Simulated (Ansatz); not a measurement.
# Binding across the interface in Zr2CO2 MXene, 4 layers (80 atoms)

How much energy holds the two parts of Zr2CO2 MXene, 4 layers (80 atoms) together, and how does it fall off with distance?

Calculated with Ansatz 0.2.0; Kohn-Sham DFT, PBE+D3(BJ), PAW (set soft_2), plane waves.

## 1. The starting structure

The cell holds 80 atoms: 16 C, 32 Zr and 32 O. Cell: a = 6.752 Å, b = 6.752 Å, c = 40.780 Å, α = 90.0°, β = 90.0°, γ = 120.0°. It derives from Zr2CO2 (Zr2CO2 MXene). 4 layers of Zr2CO2 MXene (a = 3.31 Å), 2 x 2 cells, biaxial strain +2 %, every second layer slid by 0.500 of a1 + 2 a2; facing planes 2.84, 2.72, 2.82 Å apart; 14 Å of vacuum. Regions: layer 1, 20 atoms (4 C, 8 Zr and 8 O); layer 2, 20 atoms (4 C, 8 Zr and 8 O); layer 3, 20 atoms (4 C, 8 Zr and 8 O); layer 4, 20 atoms (4 C, 8 Zr and 8 O). Vacuum lies along c.

Limits known from the start: The cell is under 6 Å thick along two periodic directions, so every atom has periodic images of itself close by, which move with it and show among its neighbours and in g(r).

## 2. Single point at the start

The forces at the start show how far the geometry lies from a minimum of this functional.

input.yaml

```yaml
crystal:
  lattice:
    - [6.7524, 0.0, 0.0]
    - [-3.3762, 5.84775, 0.0]
    - [0.0, 0.0, 40.78]
  atoms:
    - { symbol: C, position: [0.00404, 0.00017, 0.22835] }
    - { symbol: Zr, position: [0.16704, 0.33497, 0.26193] }
    - { symbol: Zr, position: [0.33202, 0.1635, 0.19448] }
    - { symbol: O, position: [0.33551, 0.16654, 0.28419] }
    - { symbol: O, position: [0.16881, 0.33586, 0.17151] }
    - { symbol: C, position: [0.00351, 0.50165, 0.2282] }
    - { symbol: Zr, position: [0.16715, 0.83519, 0.26144] }
    - { symbol: Zr, position: [0.33121, 0.66489, 0.19415] }
    - { symbol: O, position: [0.33593, 0.66698, 0.28433] }
    - { symbol: O, position: [0.16337, 0.83428, 0.17136] }
    - { symbol: C, position: [0.49751, 0.99558, 0.2283] }
    - { symbol: Zr, position: [0.6677, 0.33459, 0.26154] }
    - { symbol: Zr, position: [0.83174, 0.16714, 0.19407] }
    - { symbol: O, position: [0.83438, 0.1682, 0.28441] }
    - { symbol: O, position: [0.66602, 0.33446, 0.17153] }
    - { symbol: C, position: [0.49717, 0.49893, 0.22794] }
    - { symbol: Zr, position: [0.66697, 0.83423, 0.26152] }
    - { symbol: Zr, position: [0.83586, 0.66864, 0.19466] }
    - { symbol: O, position: [0.83563, 0.66683, 0.28463] }
    - { symbol: O, position: [0.66606, 0.83417, 0.17211] }
    - { symbol: C, position: [0.24932, 0.50106, 0.41044] }
    - { symbol: Zr, position: [0.41655, 0.83209, 0.44427] }
    - { symbol: Zr, position: [0.58832, 0.66875, 0.37657] }
    - { symbol: O, position: [0.5811, 0.66528, 0.46665] }
    - { symbol: O, position: [0.41821, 0.83432, 0.35418] }
    - { symbol: C, position: [0.25245, 0.00316, 0.41034] }
    - { symbol: Zr, position: [0.4182, 0.33495, 0.44432] }
    - { symbol: Zr, position: [0.58239, 0.1667, 0.37668] }
    - { symbol: O, position: [0.58379, 0.16827, 0.4668] }
    - { symbol: O, position: [0.41543, 0.33149, 0.35355] }
    - { symbol: C, position: [0.7511, 0.50124, 0.41046] }
    - { symbol: Zr, position: [0.91522, 0.83117, 0.44395] }
    - { symbol: Zr, position: [0.08564, 0.66572, 0.37638] }
    - { symbol: O, position: [0.08473, 0.66965, 0.46664] }
    - { symbol: O, position: [0.91523, 0.83266, 0.35389] }
    - { symbol: C, position: [0.74965, 0.00014, 0.4104] }
    - { symbol: Zr, position: [0.91684, 0.33411, 0.44408] }
    - { symbol: Zr, position: [0.08301, 0.16771, 0.37694] }
    - { symbol: O, position: [0.08546, 0.16831, 0.46707] }
    - { symbol: O, position: [0.91487, 0.32846, 0.35393] }
    - { symbol: C, position: [0.99981, 0.00213, 0.59003] }
    - { symbol: Zr, position: [0.16633, 0.33536, 0.62304] }
    - { symbol: Zr, position: [0.33231, 0.16612, 0.55683] }
    - { symbol: O, position: [0.3352, 0.16705, 0.64627] }
    - { symbol: O, position: [0.16737, 0.33307, 0.53344] }
    - { symbol: C, position: [0.99978, 0.5004, 0.58992] }
    - { symbol: Zr, position: [0.16479, 0.8338, 0.62335] }
    - { symbol: Zr, position: [0.33586, 0.66663, 0.55621] }
    - { symbol: O, position: [0.33681, 0.66889, 0.64645] }
    - { symbol: O, position: [0.16558, 0.83403, 0.53344] }
    - { symbol: C, position: [0.50258, 0.00105, 0.58997] }
    - { symbol: Zr, position: [0.66503, 0.33369, 0.62305] }
    - { symbol: Zr, position: [0.83208, 0.16468, 0.5566] }
    - { symbol: O, position: [0.83558, 0.16935, 0.64616] }
    - { symbol: O, position: [0.66712, 0.33436, 0.53345] }
    - { symbol: C, position: [0.50152, 0.50295, 0.5899] }
    - { symbol: Zr, position: [0.66344, 0.82998, 0.62355] }
    - { symbol: Zr, position: [0.83071, 0.66557, 0.5564] }
    - { symbol: O, position: [0.83484, 0.66636, 0.64631] }
    - { symbol: O, position: [0.66822, 0.83158, 0.53343] }
    - { symbol: C, position: [0.25078, 0.50289, 0.77226] }
    - { symbol: Zr, position: [0.41546, 0.83206, 0.80531] }
    - { symbol: Zr, position: [0.58608, 0.67063, 0.73857] }
    - { symbol: O, position: [0.58357, 0.66522, 0.82844] }
    - { symbol: O, position: [0.41499, 0.83403, 0.71563] }
    - { symbol: C, position: [0.25056, 0.99811, 0.77171] }
    - { symbol: Zr, position: [0.41658, 0.33207, 0.80581] }
    - { symbol: Zr, position: [0.58358, 0.16752, 0.73901] }
    - { symbol: O, position: [0.5868, 0.16827, 0.82777] }
    - { symbol: O, position: [0.41578, 0.33007, 0.71549] }
    - { symbol: C, position: [0.75117, 0.50191, 0.77208] }
    - { symbol: Zr, position: [0.91608, 0.8362, 0.80525] }
    - { symbol: Zr, position: [0.0819, 0.66617, 0.73818] }
    - { symbol: O, position: [0.08219, 0.66602, 0.82803] }
    - { symbol: O, position: [0.91543, 0.83157, 0.71491] }
    - { symbol: C, position: [0.75245, 0.99967, 0.77168] }
    - { symbol: Zr, position: [0.91781, 0.33435, 0.80599] }
    - { symbol: Zr, position: [0.08633, 0.16926, 0.73823] }
    - { symbol: O, position: [0.08647, 0.16944, 0.82837] }
    - { symbol: O, position: [0.91664, 0.33308, 0.71548] }
kpoints:
  mp_grid: { grid: [3, 3, 1] }
hamiltonian:
  xc: pbe
  dispersion: d3bj
scf:
  occupations: { method: fermi_dirac, width: 0.025 }
output:
  forces: true
```

Started as:

```bash
$ ansatz run input.yaml --threads 8 --pin off --max-ram 15872MiB --backend cpu --events-out ev --progress --plain --runs-dir out
```

Numbers of over 12 decimals in the logs are rounded to 6 here.

The log of the run:

```text
Engine: ansatz 0.2.0, x86_64-unknown-linux-gnu
Pseudopotentials: kind: paw
Pseudopotential: C, paw, valence charge 4, recommended cutoff 420 eV (normal), C.paw.azcp
Pseudopotential: Zr, paw, valence charge 12, recommended cutoff 420 eV (normal), Zr.paw.azcp
Pseudopotential: O, paw, valence charge 6, recommended cutoff 420 eV (normal), O.paw.azcp
[... 5 lines on functional and potentials left out ...]
Crystal: 80 atoms, lattice volume = 1610.253 Å³
Basis set: ecut = 420 eV, 31517 PW (Γ), exchange–correlation on 96×96×576 points (8 copies of the dense FFT grid, shifted against one another)
Bands: 400, of which v1, the nominal top of the filled ones, is band 320 counted from 1 (319 counted from 0)
Symmetry: 1 space group operations
Space group: P1 (ITA 1), of the structure as read, at distance tolerance 1.2e-4 Å
k-points: 5 of 9 (time reversal used)
[... 7 lines on functional and potentials left out ...]
Initial density: superposition of atomic densities (neutral atoms: chi_scale 0, normalization atom), corrected by the library's trained network
Initial wavefunctions: pseudopotential atomic-orbital guess
Functional: x = pbe(κ = 0.804, μ = 0.219515), c = pbe(β = 0.066725)
SCF iter   1: F=—  HF=-156170.968302 eV  |F-HF|=—  |Δ(HF+E_count)|=         —  Δρ=4.84e-3  dr2=5.24e-1  ethr=1.77e-3  ⟨swp⟩=5.4  Hψ=7449  notcnv=0  defer=225
preconditioner: auto → Resta (q_TF=auto, 2.339 Å⁻¹)  ε∞=4.9  [insulator: Δε(μ)=1.081 eV  Ē_g=9.193 eV  σ=0.025 eV  W_gap=1.00  n_scr=384 (ndim 8)  ℏωp=18.1 eV  f_vac=0.321  D(μ)=0.00/eV (n_scr^D=0)  ε∞_Penn≈4.9  vacuum switching on, ρ_ref=6.1e-3 e/Å³]
SCF iter   2: F=—  HF=-156170.898738 eV  |F-HF|=—  |Δ(HF+E_count)|=   6.96e-2  Δρ=2.02e-3  dr2=5.39e-2  ethr=8.19e-5  ⟨swp⟩=2.0  Hψ=3156  notcnv=0  defer=344
SCF iter   3: F=—  HF=-156170.894425 eV  |F-HF|=—  |Δ(HF+E_count)|=   4.31e-3  Δρ=1.03e-3  dr2=1.74e-2  ethr=8.42e-6  ⟨swp⟩=2.0  Hψ=2456  notcnv=0  defer=199
automatic band count: iteration 3 solves 371 bands in place of 400: the levels show a gap, and the empty bands left out lie too high to hold charge; the band table lists the bands solved (type scf.n_extra_bands for more)
SCF iter   4: F=—  HF=-156170.895640 eV  |F-HF|=—  |Δ(HF+E_count)|=   1.21e-3  Δρ=5.20e-4  dr2=7.07e-3  ethr=2.72e-6  ⟨swp⟩=2.2  Hψ=2615  notcnv=0  defer=199
SCF iter   5: F=—  HF=-156170.894850 eV  |F-HF|=—  |Δ(HF+E_count)|=   7.90e-4  Δρ=1.55e-4  dr2=4.85e-4  ethr=1.10e-6  ⟨swp⟩=2.2  Hψ=2617  notcnv=0  defer=199
SCF iter   6: F=—  HF=-156170.894924 eV  |F-HF|=—  |Δ(HF+E_count)|=   7.39e-5  Δρ=7.87e-5  dr2=1.99e-4  ethr=7.58e-8  ⟨swp⟩=3.0  Hψ=2545  notcnv=0  defer=199
SCF iter   7: F=—  HF=-156170.894905 eV  |F-HF|=—  |Δ(HF+E_count)|=   1.93e-5  Δρ=4.15e-5  dr2=3.63e-5  ethr=3.10e-8  ⟨swp⟩=2.0  Hψ=2616  notcnv=0  defer=199
SCF iter   8: F=—  HF=-156170.895119 eV  |F-HF|=—  |Δ(HF+E_count)|=   2.14e-4  Δρ=1.78e-5  dr2=6.89e-6  ethr=5.68e-9  ⟨swp⟩=2.0  Hψ=2667  notcnv=0  defer=199
SCF iter   9: F=—  HF=-156170.895119 eV  |F-HF|=—  |Δ(HF+E_count)|=   1.63e-7  Δρ=8.95e-6  dr2=2.00e-6  ethr=1.08e-9  ⟨swp⟩=2.8  Hψ=2812  notcnv=0  defer=199
SCF iter  10: F=—  HF=-156170.895118 eV  |F-HF|=—  |Δ(HF+E_count)|=   2.48e-7  Δρ=3.09e-6  dr2=2.59e-7  ethr=3.13e-10  ⟨swp⟩=2.0  Hψ=2494  notcnv=0  defer=199
SCF iter  11: F=—  HF=-156170.895118 eV  |F-HF|=—  |Δ(HF+E_count)|=   8.91e-9  Δρ=2.85e-6  dr2=2.11e-7  ethr=1.56e-11  ⟨swp⟩=4.4  Hψ=6043  notcnv=0
SCF iter  12: F=-156170.895118 eV  HF=-156170.895118 eV  |F-HF|=7.86e-10  |Δ(HF+E_count)|=   2.67e-8  Δρ=7.21e-7  dr2=1.23e-8  ethr=1.56e-11  ⟨swp⟩=2.0  Hψ=5430  notcnv=0
SCF 1 converged in 12 iterations: F = -156170.895118 eV  dr2 = 1.23e-8
  greatest PAW one-centre occupation: 0.995 electrons in one spin orbital (limit 2), on the Zr atom at site 76 (counted from 0), in its partial waves of l = 0
SCF converged after 12 iterations
Free energy (F): -156170.895118 eV
Harris-Foulkes:  -156170.895118 eV  (|F-HF|=7.86e-10)
Internal energy: -156170.895118 eV  (E = F + TS)
E sigma→0 (E₀):  -156170.895118 eV
Entropy (-TS):   -0.000000 eV (-0.000 meV/atom)
Fermi energy:    6.446846 eV
--- Per-component energies (eV) ---
  E_band       = -6789.492944
  E_kinetic    = 17628.435955
  E_local      = -553648.141504  (includes V_loc(G=0)·N_el)
  E_nonlocal   = 4404.382158
  E_hartree    = 269341.400436
  E_xc         = -8330.077416
  E_vxc        = -10107.732884  (∫ρ·V_xc dr)
  E_paw        = -101118.877201  (= ΣΔE_a)
  E_vpaw       = -3749.314184  (= ΣTr[D̂ρ^β])
  E_aug_tail   = 0.078451  (compensation charges beyond the density's cutoff)
  E_ewald      = 215571.259965
  E_disp       = -19.355963  (pairwise vdW)
  E_smearing   = -0.000000  (= −TS)
  E_closure    = -0.000000  (closes the sum)
  Σ components = -156170.895118   (vs F -156170.895118, Δ=0.00e0)
--- Forces (eV/Å), atoms counted from 1 ---
  atom   1  C     -0.24936022    -0.04313442    -0.20906247
  atom   2  Zr     0.16455858     0.01516363     0.66074610
  atom   3  Zr    -0.10587482     0.37246245    -0.62274186
  atom   4  O     -0.04566468     0.01747681    -0.54114241
  atom   5  O     -0.13312269    -0.22565221     0.55604491
  atom   6  C     -0.23526108    -0.14391900    -0.20165669
  atom   7  Zr     0.10214586    -0.05252951     0.94163634
  atom   8  Zr     0.19807787    -0.04468953    -0.47025729
  atom   9  O     -0.03622676    -0.06344436    -0.53540032
  atom  10  O      0.16156504    -0.06452550     0.54070713
  atom  11  C      0.10598340     0.37009191    -0.27672572
  atom  12  Zr    -0.07608209     0.02672574     0.86058114
  atom  13  Zr     0.07551557     0.03058956    -0.56164391
  atom  14  O     -0.02972194    -0.11239503    -0.67584363
[...]
atom  79  O     -0.08150658    -0.12938506    -0.50503510
  atom  80  O      0.06071525     0.07742438     0.77888154
  max |Σ_I F_I| component: 6.96e-6 eV/Å
```

Run time: 67 s. Hardware: 8 threads of Intel Xeon Platinum 8259CL at 2.50GHz (Skylake/Cascade Lake), shared host; peak memory 12 GiB; 8.2 min of CPU time.

The r.m.s. force at the start is 0.40 eV/Å.

## 3. Relaxation

The atoms are relaxed in the fixed cell, aiming at the force tolerance of the input.

input.yaml

```yaml
crystal:
  lattice:
    - [6.7524, 0.0, 0.0]
    - [-3.3762, 5.84775, 0.0]
    - [0.0, 0.0, 40.78]
  atoms:
    [... the 80 atom lines of step 2 ...]
kpoints:
  mp_grid: { grid: [3, 3, 1] }
hamiltonian:
  xc: pbe
  dispersion: d3bj
scf:
  occupations: { method: fermi_dirac, width: 0.025 }
output:
  forces: true
relax:
  f_tol: 0.05
  max_steps: 120
```

The log of the run:

```text
[...]
Crystal: 80 atoms, lattice volume = 1610.253 Å³
Basis set: ecut = 420 eV, 31517 PW (Γ), exchange–correlation on 96×96×576 points (8 copies of the dense FFT grid, shifted against one another)
Bands: 400, of which v1, the nominal top of the filled ones, is band 320 counted from 1 (319 counted from 0)
Symmetry: 1 space group operations
[...]
k-points: 5 of 9 (time reversal used)
[...]
SCF iter   1: F=—  HF=-156170.968302 eV  |F-HF|=—  |Δ(HF+E_count)|=         —  Δρ=4.84e-3  dr2=5.24e-1  ethr=1.77e-3  ⟨swp⟩=5.4  Hψ=7449  notcnv=0  defer=225
[...]
SCF iter   7: F=-156170.895096 eV  HF=-156170.895123 eV  |F-HF|=2.65e-5  |Δ(HF+E_count)|=   1.23e-5  Δρ=4.18e-5  dr2=3.76e-5  ethr=9.77e-9  ⟨swp⟩=2.6  Hψ=6468  notcnv=0
SCF 1 converged in 7 iterations: F = -156170.895096 eV  dr2 = 3.76e-5
[...]
relax step   1: F+E_penalty+E_count = -156170.89509640 eV  Δ(F+E_penalty+E_count) = +0.000e0 eV  max|allowed force component| = 1.222e0 eV/Å  Δτ_max = 0.0000 Å  (7 SCF iters, dr2 threshold 6.25e-5 eV, accepted)
[...]
relax step   2: F+E_penalty+E_count = -156171.14737816 eV  Δ(F+E_penalty+E_count) = -2.523e-1 eV  max|allowed force component| = 1.237e0 eV/Å  Δτ_max = 0.1736 Å  (8 SCF iters, dr2 threshold 9.33e-5 eV, accepted)
[...]
relax step   3: F+E_penalty+E_count = -156171.75608055 eV  Δ(F+E_penalty+E_count) = -6.087e-1 eV  max|allowed force component| = 2.663e-2 eV/Å  Δτ_max = 0.1505 Å  (8 SCF iters, dr2 threshold 9.56e-5 eV, accepted)
relax step   4: F+E_penalty+E_count = -156171.75608525 eV  Δ(F+E_penalty+E_count) = -4.702e-6 eV  max|allowed force component| = 2.601e-2 eV/Å  Δτ_max = 0.0000 Å  (5 SCF iters, accepted)
relax step   5: F+E_penalty+E_count = -156171.79933865 eV  Δ(F+E_penalty+E_count) = -4.325e-2 eV  max|allowed force component| = 5.133e-2 eV/Å  Δτ_max = 0.1062 Å  (11 SCF iters, accepted)
relax step   6: F+E_penalty+E_count = -156171.87491824 eV  Δ(F+E_penalty+E_count) = -7.558e-2 eV  max|allowed force component| = 5.233e-2 eV/Å  Δτ_max = 0.1951 Å  (10 SCF iters, dr2 threshold 2.51e-6 eV, accepted)
relax step   7: F+E_penalty+E_count = -156171.95286750 eV  Δ(F+E_penalty+E_count) = -7.795e-2 eV  max|allowed force component| = 3.742e-2 eV/Å  Δτ_max = 0.1995 Å  (10 SCF iters, dr2 threshold 2.74e-6 eV, accepted)
relax step   8: F+E_penalty+E_count = -156171.95286794 eV  Δ(F+E_penalty+E_count) = -4.383e-7 eV  max|allowed force component| = 3.710e-2 eV/Å  Δτ_max = 0.0000 Å  (4 SCF iters, accepted)
relax step   9: F+E_penalty+E_count = -156172.06923752 eV  Δ(F+E_penalty+E_count) = -1.164e-1 eV  max|allowed force component| = 3.748e-2 eV/Å  Δτ_max = 0.1985 Å  (12 SCF iters, accepted)
relax step  10: F+E_penalty+E_count = -156172.21960764 eV  Δ(F+E_penalty+E_count) = -1.504e-1 eV  max|allowed force component| = 6.265e-2 eV/Å  Δτ_max = 0.1953 Å  (13 SCF iters, accepted)
relax step  11: F+E_penalty+E_count = -156172.40926772 eV  Δ(F+E_penalty+E_count) = -1.897e-1 eV  max|allowed force component| = 1.059e-1 eV/Å  Δτ_max = 0.1926 Å  (10 SCF iters, dr2 threshold 3.92e-6 eV, accepted)
relax step  12: F+E_penalty+E_count = -156172.67748374 eV  Δ(F+E_penalty+E_count) = -2.682e-1 eV  max|allowed force component| = 1.132e-1 eV/Å  Δτ_max = 0.1926 Å  (10 SCF iters, dr2 threshold 1.12e-5 eV, accepted)
relax step  13: F+E_penalty+E_count = -156173.02945443 eV  Δ(F+E_penalty+E_count) = -3.520e-1 eV  max|allowed force component| = 1.748e-1 eV/Å  Δτ_max = 0.1928 Å  (10 SCF iters, dr2 threshold 1.28e-5 eV, accepted)
relax step  14: F+E_penalty+E_count = -156173.46260004 eV  Δ(F+E_penalty+E_count) = -4.331e-1 eV  max|allowed force component| = 1.583e-1 eV/Å  Δτ_max = 0.1958 Å  (9 SCF iters, dr2 threshold 3.06e-5 eV, accepted)
relax step  15: F+E_penalty+E_count = -156173.80075170 eV  Δ(F+E_penalty+E_count) = -3.382e-1 eV  max|allowed force component| = 3.526e-1 eV/Å  Δτ_max = 0.1994 Å  (9 SCF iters, dr2 threshold 2.05e-5 eV, accepted)
relax step  16: F+E_penalty+E_count = -156174.02028377 eV  Δ(F+E_penalty+E_count) = -2.195e-1 eV  max|allowed force component| = 3.785e-1 eV/Å  Δτ_max = 0.1937 Å  (8 SCF iters, dr2 threshold 1.00e-4 eV, accepted)
relax step  17: F+E_penalty+E_count = -156174.30969346 eV  Δ(F+E_penalty+E_count) = -2.894e-1 eV  max|allowed force component| = 1.399e-1 eV/Å  Δτ_max = 0.1945 Å  (8 SCF iters, dr2 threshold 1.00e-4 eV, accepted)
relax step  18: F+E_penalty+E_count = -156174.55249518 eV  Δ(F+E_penalty+E_count) = -2.428e-1 eV  max|allowed force component| = 3.089e-1 eV/Å  Δτ_max = 0.1967 Å  (10 SCF iters, dr2 threshold 2.67e-6 eV, accepted)
relax step  19: F+E_penalty+E_count = -156174.88288802 eV  Δ(F+E_penalty+E_count) = -3.304e-1 eV  max|allowed force component| = 1.526e-1 eV/Å  Δτ_max = 0.1968 Å  (9 SCF iters, dr2 threshold 1.30e-5 eV, accepted)
relax step  20: F+E_penalty+E_count = -156175.26149944 eV  Δ(F+E_penalty+E_count) = -3.786e-1 eV  max|allowed force component| = 1.487e-1 eV/Å  Δτ_max = 0.1981 Å  (9 SCF iters, dr2 threshold 5.68e-6 eV, accepted)
relax step  21: F+E_penalty+E_count = -156175.67612003 eV  Δ(F+E_penalty+E_count) = -4.146e-1 eV  max|allowed force component| = 1.613e-1 eV/Å  Δτ_max = 0.1933 Å  (9 SCF iters, dr2 threshold 5.39e-6 eV, accepted)
relax step  22: F+E_penalty+E_count = -156176.03285640 eV  Δ(F+E_penalty+E_count) = -3.567e-1 eV  max|allowed force component| = 1.339e-1 eV/Å  Δτ_max = 0.1949 Å  (9 SCF iters, dr2 threshold 2.47e-5 eV, accepted)
relax step  23: F+E_penalty+E_count = -156176.29002498 eV  Δ(F+E_penalty+E_count) = -2.572e-1 eV  max|allowed force component| = 9.577e-2 eV/Å  Δτ_max = 0.1950 Å  (9 SCF iters, dr2 threshold 1.24e-5 eV, accepted)
relax step  24: F+E_penalty+E_count = -156176.58279468 eV  Δ(F+E_penalty+E_count) = -2.928e-1 eV  max|allowed force component| = 9.226e-2 eV/Å  Δτ_max = 0.1951 Å  (9 SCF iters, dr2 threshold 4.69e-6 eV, accepted)
relax step  25: F+E_penalty+E_count = -156176.93835456 eV  Δ(F+E_penalty+E_count) = -3.556e-1 eV  max|allowed force component| = 1.565e-1 eV/Å  Δτ_max = 0.1950 Å  (9 SCF iters, dr2 threshold 4.35e-6 eV, accepted)
relax step  26: F+E_penalty+E_count = -156177.32722746 eV  Δ(F+E_penalty+E_count) = -3.889e-1 eV  max|allowed force component| = 1.645e-1 eV/Å  Δτ_max = 0.1975 Å  (9 SCF iters, dr2 threshold 2.27e-5 eV, accepted)
relax step  27: F+E_penalty+E_count = -156177.53679368 eV  Δ(F+E_penalty+E_count) = -2.096e-1 eV  max|allowed force component| = 3.253e-1 eV/Å  Δτ_max = 0.1957 Å  (9 SCF iters, dr2 threshold 2.70e-5 eV, accepted)
relax step  28: F+E_penalty+E_count = -156177.64384606 eV  Δ(F+E_penalty+E_count) = -1.071e-1 eV  max|allowed force component| = 5.642e-2 eV/Å  Δτ_max = 0.0692 Å  (7 SCF iters, dr2 threshold 1.00e-4 eV, accepted)
relax step  29: F+E_penalty+E_count = -156177.64385770 eV  Δ(F+E_penalty+E_count) = -1.164e-5 eV  max|allowed force component| = 5.761e-2 eV/Å  Δτ_max = 0.0000 Å  (5 SCF iters, accepted)
[...]
relax step  30: F+E_penalty+E_count = -156177.64794520 eV  Δ(F+E_penalty+E_count) = -4.087e-3 eV  max|allowed force component| = 3.952e-3 eV/Å  Δτ_max = 0.0189 Å  (9 SCF iters, accepted)
SCF converged after 9 iterations
Free energy (F): -156177.647945 eV
[...]
Internal energy: -156177.647945 eV  (E = F + TS)
E sigma→0 (E₀):  -156177.647945 eV
Entropy (-TS):   -0.000000 eV (-0.000 meV/atom)
Fermi energy:    6.525866 eV
[...]
--- Forces (eV/Å), atoms counted from 1 ---
  atom   1  C      0.00035449     0.00059416     0.00061049
  atom   2  Zr     0.00127414     0.00074292     0.00100328
  atom   3  Zr     0.00136129     0.00097751    -0.00011931
  atom   4  O      0.00069262     0.00027059     0.00189559
  atom   5  O      0.00001693    -0.00002256     0.00149104
  atom   6  C      0.00048300    -0.00013528     0.00083525
  atom   7  Zr     0.00115922     0.00094269     0.00134365
  atom   8  Zr     0.00143216     0.00107776     0.00037475
  atom   9  O      0.00017546     0.00025263     0.00253496
  atom  10  O      0.00105238     0.00053787     0.00223395
  atom  11  C     -0.00003050     0.00011282     0.00121530
  atom  12  Zr     0.00090475     0.00066382     0.00141749
  atom  13  Zr     0.00100495     0.00063122     0.00141113
  atom  14  O      0.00033480     0.00067670     0.00295277
[...]
atom  79  O     -0.00111549    -0.00017369    -0.00368791
  atom  80  O     -0.00093443     0.00003779    -0.00254979
  max |Σ_I F_I| component: 3.56e-4 eV/Å
--- Relaxed structure (30 steps of the walk, 30 accepted, 0 SCFs on fresh bases) ---
  F+E_penalty+E_count = -156177.64794520 eV   max|allowed force component| = 3.952e-3 eV/Å
  atoms:
    - { symbol: C, position: [0.124724, -2.3554968786517078e-5, 0.279861] }
    - { symbol: Zr, position: [0.291406, 0.333322, 0.313737] }
    - { symbol: Zr, position: [0.457958, 0.166585, 0.245978] }
    - { symbol: O, position: [0.458129, 0.166678, 0.333945] }
[...]
- { symbol: O, position: [0.792647, 0.334006, 0.666161] }
```

Wall time 28 min (8 threads); peak memory 11 GiB.

The program notes that it cut back its work space to fit the memory limit.

The relaxation converged after 30 steps, 6.75 eV below its start, with a largest force component of 0.0040 eV/Å.

[end of part 1 of 3]

[Logs are printed without paths, hosts, clocks, repeated set-up lines and the standing remarks that a program may print on its own settings, such as how far it seeks lower states.]

[Hosts, paths, dates, database ids (printed as entryN), source tags and the programs' standing remarks are cut or masked in the printed files.]
